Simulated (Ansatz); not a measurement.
## Changed inputs in constrained RPA: CsMoF3 (cubic perovskite) (Pm-3m)

Aim: hold the target of a cRPA run on CsMoF3 (cubic perovskite) (Pm-3m) and move one thing at a time.

Calculated with Ansatz 0.2.0; constrained RPA on LDA, plane waves, PAW.

The structure was built from a prototype and need not be the compound's stable phase.

## 1. Set-up

It takes space group Pm-3m (No. 221, cubic). Conventional cell: a = 4.213 Å, b = 4.213 Å, c = 4.213 Å, α = 90.00°, β = 90.00°, γ = 90.00°. Nearest to Cs lie 12 F at 2.98 Å. Nearest to Mo lie 6 F at 2.11 Å. Nearest to F lie 2 Mo at 2.11 Å and 4 Cs at 2.98 Å. Farther neighbours and most contacts between anions are not listed.

The structure was relaxed with LDA. The structure type comes from a generator and need not be one that this composition takes. The structure was generated from a model, not taken from a measurement. The runs that relaxed it are not among those shown. The program's search for lower electronic states was switched off, so nothing shows that the state found is the lowest. Spin-orbit coupling is left out unless a step names it. The default PAW set here is soft_2. Its files were made with PBE.

## 2. Base: Mo t2g, bands v2 to c1, 4×4×4 mesh, medium accuracy

Constrained RPA screens the interaction with every transition except those inside the target bands, which a later many-body model would treat itself.

input.yaml

```yaml
crystal:
  lattice:
    - [0.0, -4.21264457, 0.0]
    - [0.0, 0.0, 4.21264457]
    - [-4.21264457, 0.0, 0.0]
  atoms:
    - { symbol: Cs, position: [0.0, 0.0, 0.0] }
    - { symbol: Mo, position: [0.5, 0.5, 0.5] }
    - { symbol: F, position: [0.5, 0.5, 0.0] }
    - { symbol: F, position: [0.5, 0.0, 0.5] }
    - { symbol: F, position: [0.0, 0.5, 0.5] }
kpoints:
  mp_grid: { grid: [6, 6, 6] }
hamiltonian:
  xc: lda
scf:
  occupations: { method: gaussian, width: 0.08 }
  n_extra_bands: 19
  max_iter: 150
  lower_state_search: "off"
output:
  crpa:
    kmesh: [4, 4, 4]
    target_bands: [v2, c1]
    projections: [{ species: Mo, l: d, shell: 4, orbitals: [dxz, dyz, dxy] }]
  local_orbitals:
    kmesh: [8, 8, 8]
    orbitals: [{ species: Mo, l: d, shell: 4, orbitals: [dxz, dyz, dxy] }]
    window: { bands: [v2, c1] }
    seedname: lo
```

The run is started by

```bash
> ansatz run input.yaml --threads 4 --pin off --max-ram 9216MiB --backend cpu --events-out ev --progress --plain --runs-dir out
```

Numbers of over 12 decimals in the logs are rounded to 6 here.

The program printed:

```text
scf.n_extra_bands = 19 over 22 filled bands (N_el = 44.0): the run solves 41 bands
Engine: ansatz 0.2.0, aarch64-unknown-linux-gnu
Pseudopotentials: kind: paw
Pseudopotential: Cs, paw, valence charge 9, recommended cutoff 420 eV (normal), Cs.paw.azcp
Pseudopotential: Mo, paw, valence charge 14, recommended cutoff 420 eV (normal), Mo.paw.azcp
Pseudopotential: F, paw, valence charge 7, recommended cutoff 420 eV (normal), F.paw.azcp
Functional definition: SPW92
  exchange = slater_x
  correlation = pw_c
Crystal: 5 atoms, lattice volume = 74.759 Å³
Basis set: ecut = 420 eV, 1419 PW (Γ)
Bands: 41, of which v1, the nominal top of the filled ones, is band 22 counted from 1 (21 counted from 0)
Symmetry: 48 space group operations
Space group: Pm-3m (ITA 221), of the structure as read, at distance tolerance 4.2e-5 Å
k-points: 20 of 216
Non-local potential: Cs, projectors of the file, l = 0: 3, l = 1: 2, l = 2: 2, l = 3: 2
Non-local potential: Mo, projectors of the file, l = 0: 3, l = 1: 2, l = 2: 2, l = 3: 1
Non-local potential: F, projectors of the file, l = 0: 2, l = 1: 2, l = 2: 1
PAW form: soft (Blöchl's): semilocal exchange-correlation on the pseudo side does not see the compensation charge
PAW frozen core: Cs, regenerated for the run's functional, and the local potential with it (the file was generated under x = pbe(κ = 0.804, μ = 0.219515), c = pbe(β = 0.066725))
PAW frozen core: Mo, regenerated for the run's functional, and the local potential with it (the file was generated under x = pbe(κ = 0.804, μ = 0.219515), c = pbe(β = 0.066725))
PAW frozen core: F, regenerated for the run's functional, and the local potential with it (the file was generated under x = pbe(κ = 0.804, μ = 0.219515), c = pbe(β = 0.066725))
PAW one-centre angular grid: Cs, 194 points (default); XC on 64 Gauss nodes
PAW one-centre angular grid: Mo, 590 points (default); XC on 64 Gauss nodes
PAW one-centre angular grid: F, 110 points (default); XC on 64 Gauss nodes
Initial density: superposition of atomic densities (neutral atoms: chi_scale 0, normalization atom), corrected by the library's trained network
Initial wavefunctions: pseudopotential atomic-orbital guess
Functional: x = slater, c = lda
SCF iter   1: F=—  HF=-12730.009419 eV  |F-HF|=—  |Δ(HF+E_count)|=         —  Δρ=1.73e-2  dr2=1.50e-1  ethr=1.77e-3  ⟨swp⟩=5.6  Hψ=3703  notcnv=0  defer=140
preconditioner: auto → LDOS  [metal: Δε(μ)=0.020 eV  Ē_g=16.025 eV  σ=0.080 eV  W_gap=0.14  n_scr=18 (ndim 8)  ℏωp=23.5 eV  f_vac=0.013  D(μ)=3.60/eV (n_scr^D=26)  β→1.0]
SCF iter   2: F=—  HF=-12729.972251 eV  |F-HF|=—  |Δ(HF+E_count)|=   3.72e-2  Δρ=8.92e-3  dr2=2.63e-2  ethr=3.41e-4  ⟨swp⟩=2.0  Hψ=1479  notcnv=0  defer=238
[...]
SCF iter   7: F=-12729.964496 eV  HF=-12729.964496 eV  |F-HF|=7.95e-10  |Δ(HF+E_count)|=   1.61e-7  Δρ=2.88e-6  dr2=2.85e-9  ethr=2.27e-10  ⟨swp⟩=9.6  Hψ=4248  notcnv=0
SCF 1 converged in 7 iterations: F = -12729.964496 eV  dr2 = 2.85e-9
[...]
NSCF: frozen V_eff on 38 k-points
NSCF: frozen V_eff on 10 k-points
[...]
cRPA screening: q 1/64
cRPA screening: q 2/64
cRPA screening: q 8/64 (q-point 3)
cRPA screening: q 11/64 (q-point 6)
cRPA screening: q 23/64 (q-point 7)
cRPA screening: q 35/64 (q-point 11)
cRPA screening: q 38/64 (q-point 22)
cRPA screening: q 46/64 (q-point 23)
cRPA screening: q 58/64 (q-point 27)
cRPA screening: q 64/64 (q-point 43)
SCF converged after 7 iterations
Free energy (F): -12729.964496 eV
Harris-Foulkes:  -12729.964496 eV  (|F-HF|=7.95e-10)
Internal energy: -12729.952850 eV  (E = F + TS)
E sigma→0 (E₀):  -12729.958673 eV
Entropy (-TS):   -0.011647 eV (-2.329 meV/atom)
Fermi energy:    11.876461 eV
--- Per-component energies (eV) ---
  E_band       = -220.517422
  E_kinetic    = 1204.958538
  E_local      = -3265.659020  (includes V_loc(G=0)·N_el)
  E_nonlocal   = 412.426302
  E_hartree    = 1229.290254
  E_xc         = -589.110140
  E_vxc        = -658.055438  (∫ρ·V_xc dr)
  E_paw        = -8556.049572  (= ΣΔE_a)
  E_vpaw       = -372.773931  (= ΣTr[D̂ρ^β])
  E_aug_tail   = 0.006001  (compensation charges beyond the density's cutoff)
  E_ewald      = -3166.898340
  E_core_change = 1.083128  (= ΣΔE_core)
  E_smearing   = -0.011647  (= −TS)
  E_closure    = -0.000000  (closes the sum)
  Σ components = -12729.964496   (vs F -12729.964496, Δ=0.00e0)
--- Band table (eV; the first three rows and the last of 20) ---
  k-point 0: bands = [... 18 lower, 5.3155, 5.3155, 10.6080, 10.6080, 10.6080, 12.4536, 12.4536, 13.1817, ... 15 higher]
  k-point 1: bands = [... 18 lower, 5.1987, 5.1987, 10.6405, 10.8981, 10.8981, 12.5058, 12.9467, 13.6894, ... 15 higher]
  k-point 2: bands = [... 18 lower, 4.9288, 4.9288, 10.7076, 11.4936, 11.4936, 12.5914, 13.7025, 14.6682, ... 15 higher]
  k-point 19: bands = [... 18 lower, 5.0524, 5.0524, 12.5667, 12.5667, 12.5667, 14.8924, 14.8924, 14.8924, ... 15 higher]
--- cRPA (band scheme, projected local orbitals): target bands 21..23 (1-based), 3 Wannier function(s), 4×4×4 mesh, 46 bands' worth read of 51 solved, ecut_chi 136.0 eV, v(q+G=0) probe_charge, pair densities all_electron ---
  bands read: the sum over 46 bands ends inside a degenerate multiplet in 2 slots, whose members it reads at an even weight; the widest, k=0: bands 46 to 48 (counted from 1) at 1/3 each
  χ-basis size per q: N_G = 256..280
  window electrons = 4.0000, filled by tetrahedron_uncorrected; constrained ε̄⁻¹(q = 0, 0) head = 0.298346; min gauge Gram eig = 0.8010
  Kanamori averages over each shell's own Wannier functions (sites counted from 0, functions from 1):
    Site 1, 4D, 3 of 5 d orbitals (Wannier functions 1, 2, 3; wannier90's mr 2, 3, 5):
      screened: U = 4.5587 eV, U' = 3.8148 eV, J = 0.3548 eV
      screened, to within: U = 1.2e-2 eV, U' = 1.2e-2 eV, J = 8.9e-4 eV
      bare: V = 12.9373 eV, V' = 11.9180 eV, J = 0.5072 eV
  Hermiticity witness max|P − P†| over intra, direct and exchange elements: 4.44e-15 eV (screened), 1.88e-19 eV (bare)
  Reality witness max|Im| over intra, direct and exchange elements: 3.51e-19 eV (screened), 3.98e-19 eV (bare)
```

Elapsed: 30 s, on 4 threads of Arm Neoverse V2, shared host; peak memory 0.6 GiB; 1.9 min of CPU time.

Reading the cycles: dr2 is the Hartree energy of the density residual (eV), the measure of convergence; HF is the Harris–Foulkes estimate of the energy, which meets the free energy F at convergence.

Numbers from this step:

```yaml
u: 4.559 eV
u_prime_inter_orbital: 3.815 eV
j: 0.3548 eV
bare_v: 12.94 eV
bare_j: 0.5072 eV
stated_bound_on_u: 0.01114 eV
u_over_bare_v: 0.3524
electrons_in_the_window: 4.000
head_of_the_constrained_inverse_dielectric_matrix: 0.2983
least_eigenvalue_of_the_projection_s_overlap: 0.8010
target_functions: 3
bands_in_the_sums: 46
r_m_s_miss_of_the_model_bands: 2.10e-4 eV
width_of_the_target_bands: 1.959 eV
weight_of_the_projected_orbitals_in_the_window: 0.8862
```

On the Mo t2g shell, screening brings the on-site interaction from 12.9 eV down to U = 4.56 eV.

## 3. Changed: 2×2×2 mesh

input.yaml, the sections that differ from step 2:

```yaml
output:
  crpa:
    kmesh: [2, 2, 2]
    target_bands: [v2, c1]
    projections: [{ species: Mo, l: d, shell: 4, orbitals: [dxz, dyz, dxy] }]
# crystal, kpoints, hamiltonian, scf: as in step 2
```

The program printed:

```text
[...]
Crystal: 5 atoms, lattice volume = 74.759 Å³
Basis set: ecut = 420 eV, 1419 PW (Γ)
Bands: 41, of which v1, the nominal top of the filled ones, is band 22 counted from 1 (21 counted from 0)
Symmetry: 48 space group operations
[...]
k-points: 20 of 216
[...]
SCF iter   1: F=—  HF=-12730.009419 eV  |F-HF|=—  |Δ(HF+E_count)|=         —  Δρ=1.73e-2  dr2=1.50e-1  ethr=1.77e-3  ⟨swp⟩=5.6  Hψ=3703  notcnv=0  defer=140
[...]
SCF iter   7: F=-12729.964496 eV  HF=-12729.964496 eV  |F-HF|=7.95e-10  |Δ(HF+E_count)|=   1.61e-7  Δρ=2.88e-6  dr2=2.85e-9  ethr=2.27e-10  ⟨swp⟩=9.6  Hψ=4248  notcnv=0
SCF 1 converged in 7 iterations: F = -12729.964496 eV  dr2 = 2.85e-9
[...]
NSCF: frozen V_eff on 4 k-points
[...]
cRPA screening: q 1/8
cRPA screening: q 2/8
cRPA screening: q 5/8 (q-point 4)
cRPA screening: q 8/8
SCF converged after 7 iterations
Free energy (F): -12729.964496 eV
[...]
Internal energy: -12729.952850 eV  (E = F + TS)
E sigma→0 (E₀):  -12729.958673 eV
Entropy (-TS):   -0.011647 eV (-2.329 meV/atom)
Fermi energy:    11.876461 eV
[...]
--- Band table (eV; the first three rows and the last of 20) ---
  k-point 0: bands = [... 18 lower, 5.3155, 5.3155, 10.6080, 10.6080, 10.6080, 12.4536, 12.4536, 13.1817, ... 15 higher]
  k-point 1: bands = [... 18 lower, 5.1987, 5.1987, 10.6405, 10.8981, 10.8981, 12.5058, 12.9467, 13.6894, ... 15 higher]
  k-point 2: bands = [... 18 lower, 4.9288, 4.9288, 10.7076, 11.4936, 11.4936, 12.5914, 13.7025, 14.6682, ... 15 higher]
  k-point 19: bands = [... 18 lower, 5.0524, 5.0524, 12.5667, 12.5667, 12.5667, 14.8924, 14.8924, 14.8924, ... 15 higher]
[...]
χ-basis size per q: N_G = 256..280
[...]
Site 1, 4D, 3 of 5 d orbitals (Wannier functions 1, 2, 3; wannier90's mr 2, 3, 5):
      screened: U = 4.8230 eV, U' = 4.0548 eV, J = 0.3596 eV
      screened, to within: U = 1.1e-2 eV, U' = 1.1e-2 eV, J = 9.0e-4 eV
      bare: V = 13.2762 eV, V' = 12.2329 eV, J = 0.5165 eV
[...]
```

It took 5.5 s on 4 threads; peak memory 0.52 GiB; 18 s of CPU time.

Numbers from this step:

| Quantity | Value |
| --- | --- |
| U | 4.823 eV |
| U prime (inter-orbital) | 4.055 eV |
| J | 0.3596 eV |
| bare V | 13.28 eV |
| bare J | 0.5165 eV |
| stated bound on U | 0.01049 eV |
| U over bare V | 0.3633 |
| electrons in the window | 4.000 |
| head of the constrained inverse dielectric matrix | 0.2763 |
| least eigenvalue of the projection's overlap | 0.8010 |
| target functions | 3 |
| bands in the sums | 46 |
| width of the target bands | 1.959 eV |
| weight of the projected orbitals in the window | 0.8862 |

On the Mo t2g shell, screening brings the on-site interaction from 13.3 eV down to U = 4.82 eV.

## 4. Changed: 6×6×6 mesh

input.yaml: that of step 3 with these lines changed.

```diff
@@ -22,3 +22,3 @@
   crpa:
-    kmesh: [2, 2, 2]
+    kmesh: [6, 6, 6]
     target_bands: [v2, c1]
```

The program printed:

```text
[...]
Crystal: 5 atoms, lattice volume = 74.759 Å³
Basis set: ecut = 420 eV, 1419 PW (Γ)
Bands: 41, of which v1, the nominal top of the filled ones, is band 22 counted from 1 (21 counted from 0)
Symmetry: 48 space group operations
[...]
k-points: 20 of 216
[...]
k-point 19: bands = [... 18 lower, 5.0524, 5.0524, 12.5667, 12.5667, 12.5667, 14.8924, 14.8924, 14.8924, ... 15 higher]
[...]
χ-basis size per q: N_G = 256..284
[...]
Site 1, 4D, 3 of 5 d orbitals (Wannier functions 1, 2, 3; wannier90's mr 2, 3, 5):
      screened: U = 4.5600 eV, U' = 3.8170 eV, J = 0.3546 eV
      screened, to within: U = 1.2e-2 eV, U' = 1.2e-2 eV, J = 9.4e-4 eV
      bare: V = 12.9118 eV, V' = 11.8936 eV, J = 0.5068 eV
[...]
[key lines of the parts left out:]
SCF converged after 7 iterations
Free energy (F): -12729.964496 eV
Fermi energy:    11.876461 eV
```

Elapsed: 2.7 min, on 4 threads; peak memory 0.82 GiB.

This step gave:

- U: 4.560 eV
- U prime (inter-orbital): 3.817 eV
- J: 0.3546 eV
- bare V: 12.91 eV
- bare J: 0.5068 eV
- stated bound on U: 0.01195 eV
- U over bare V: 0.3532
- electrons in the window: 4
- head of the constrained inverse dielectric matrix: 0.3011
- least eigenvalue of the projection's overlap: 0.8010
- target functions: 3
- bands in the sums: 46
- width of the target bands: 1.959 eV
- weight of the projected orbitals in the window: 0.8862

On the Mo t2g shell, screening brings the on-site interaction from 12.9 eV down to U = 4.56 eV.

## 5. Changed: sums over states on smooth products

input.yaml: that of step 4 with these lines changed.

```diff
@@ -22,4 +22,8 @@
   crpa:
-    kmesh: [6, 6, 6]
+    kmesh: [4, 4, 4]
     target_bands: [v2, c1]
     projections: [{ species: Mo, l: d, shell: 4, orbitals: [dxz, dyz, dxy] }]
+    accuracy: sum_over_states
+    pair_densities: pseudo
+    n_empty_bands: 44
+    ecut_chi: 136
```

The program printed:

```text
[...]
Crystal: 5 atoms, lattice volume = 74.759 Å³
Basis set: ecut = 420 eV, 1419 PW (Γ)
Bands: 41, of which v1, the nominal top of the filled ones, is band 22 counted from 1 (21 counted from 0)
Symmetry: 48 space group operations
[...]
k-points: 20 of 216
[...]
χ-basis size per q: N_G = 256..280
[...]
U and J over all bands: no bound (output.crpa.accuracy: sum_over_states); those below are of the sums over the bands read on the sphere of ecut_chi alone
[...]
Site 1, 4D, 3 of 5 d orbitals (Wannier functions 1, 2, 3; wannier90's mr 2, 3, 5):
      screened: U = 4.7539 eV, U' = 3.8755 eV, J = 0.3930 eV
      bare: V = 12.9373 eV, V' = 11.9180 eV, J = 0.5072 eV
[...]
[key lines of the parts left out:]
SCF converged after 7 iterations
Free energy (F): -12729.964496 eV
Fermi energy:    11.876461 eV
```

It took 4.6 s on 4 threads; peak memory 0.44 GiB.

This variant gives U = 4.75 eV against 4.56 eV. It is a finite sum over empty states with no bound on its error and stays out of the table below.

## 6. Changed: accuracy high

input.yaml: that of step 5 with these lines changed.

```diff
@@ -25,5 +25,2 @@
     projections: [{ species: Mo, l: d, shell: 4, orbitals: [dxz, dyz, dxy] }]
-    accuracy: sum_over_states
-    pair_densities: pseudo
-    n_empty_bands: 44
-    ecut_chi: 136
+    accuracy: high
```

The program printed:

```text
[...]
Crystal: 5 atoms, lattice volume = 74.759 Å³
Basis set: ecut = 420 eV, 1419 PW (Γ)
Bands: 41, of which v1, the nominal top of the filled ones, is band 22 counted from 1 (21 counted from 0)
Symmetry: 48 space group operations
[...]
k-points: 20 of 216
[...]
k-point 19: bands = [... 18 lower, 5.0524, 5.0524, 12.5667, 12.5667, 12.5667, 14.8924, 14.8924, 14.8924, ... 15 higher]
[...]
χ-basis size per q: N_G = 256..280
[...]
Site 1, 4D, 3 of 5 d orbitals (Wannier functions 1, 2, 3; wannier90's mr 2, 3, 5):
      screened: U = 4.5611 eV, U' = 3.8166 eV, J = 0.3550 eV
      screened, to within: U = 5.7e-4 eV, U' = 5.7e-4 eV, J = 5.0e-5 eV
      bare: V = 12.9373 eV, V' = 11.9180 eV, J = 0.5072 eV
[...]
[key lines of the parts left out:]
SCF converged after 7 iterations
Free energy (F): -12729.964496 eV
Fermi energy:    11.876461 eV
```

It took 51 s on 4 threads; peak memory 0.71 GiB.

This step gave:

- U: 4.561 eV
- U prime (inter-orbital): 3.817 eV
- J: 0.3550 eV
- bare V: 12.94 eV
- bare J: 0.5072 eV
- stated bound on U: 5.66e-4 eV
- U over bare V: 0.3526
- electrons in the window: 4.000
- head of the constrained inverse dielectric matrix: 0.2984
- least eigenvalue of the projection's overlap: 0.8010
- target functions: 3
- bands in the sums: 46
- width of the target bands: 1.959 eV
- weight of the projected orbitals in the window: 0.8862

On the Mo t2g shell, screening brings the on-site interaction from 12.9 eV down to U = 4.56 eV.

(Part 1 of 2 ends here.)

[Paths, hosts, dates, memory and timing lines, banners, echoed tables and standing remarks are left out of the program output.]

[Logs are printed without paths, hosts, clocks, repeated set-up lines and the standing remarks that a program may print on its own settings, such as how far it seeks lower states.]

[Runs of the session that timed out or met a known fault of the program may be left out.]

[Hosts, paths, dates, database ids (printed as entryN), source tags and the programs' standing remarks are cut or masked in the printed files.]
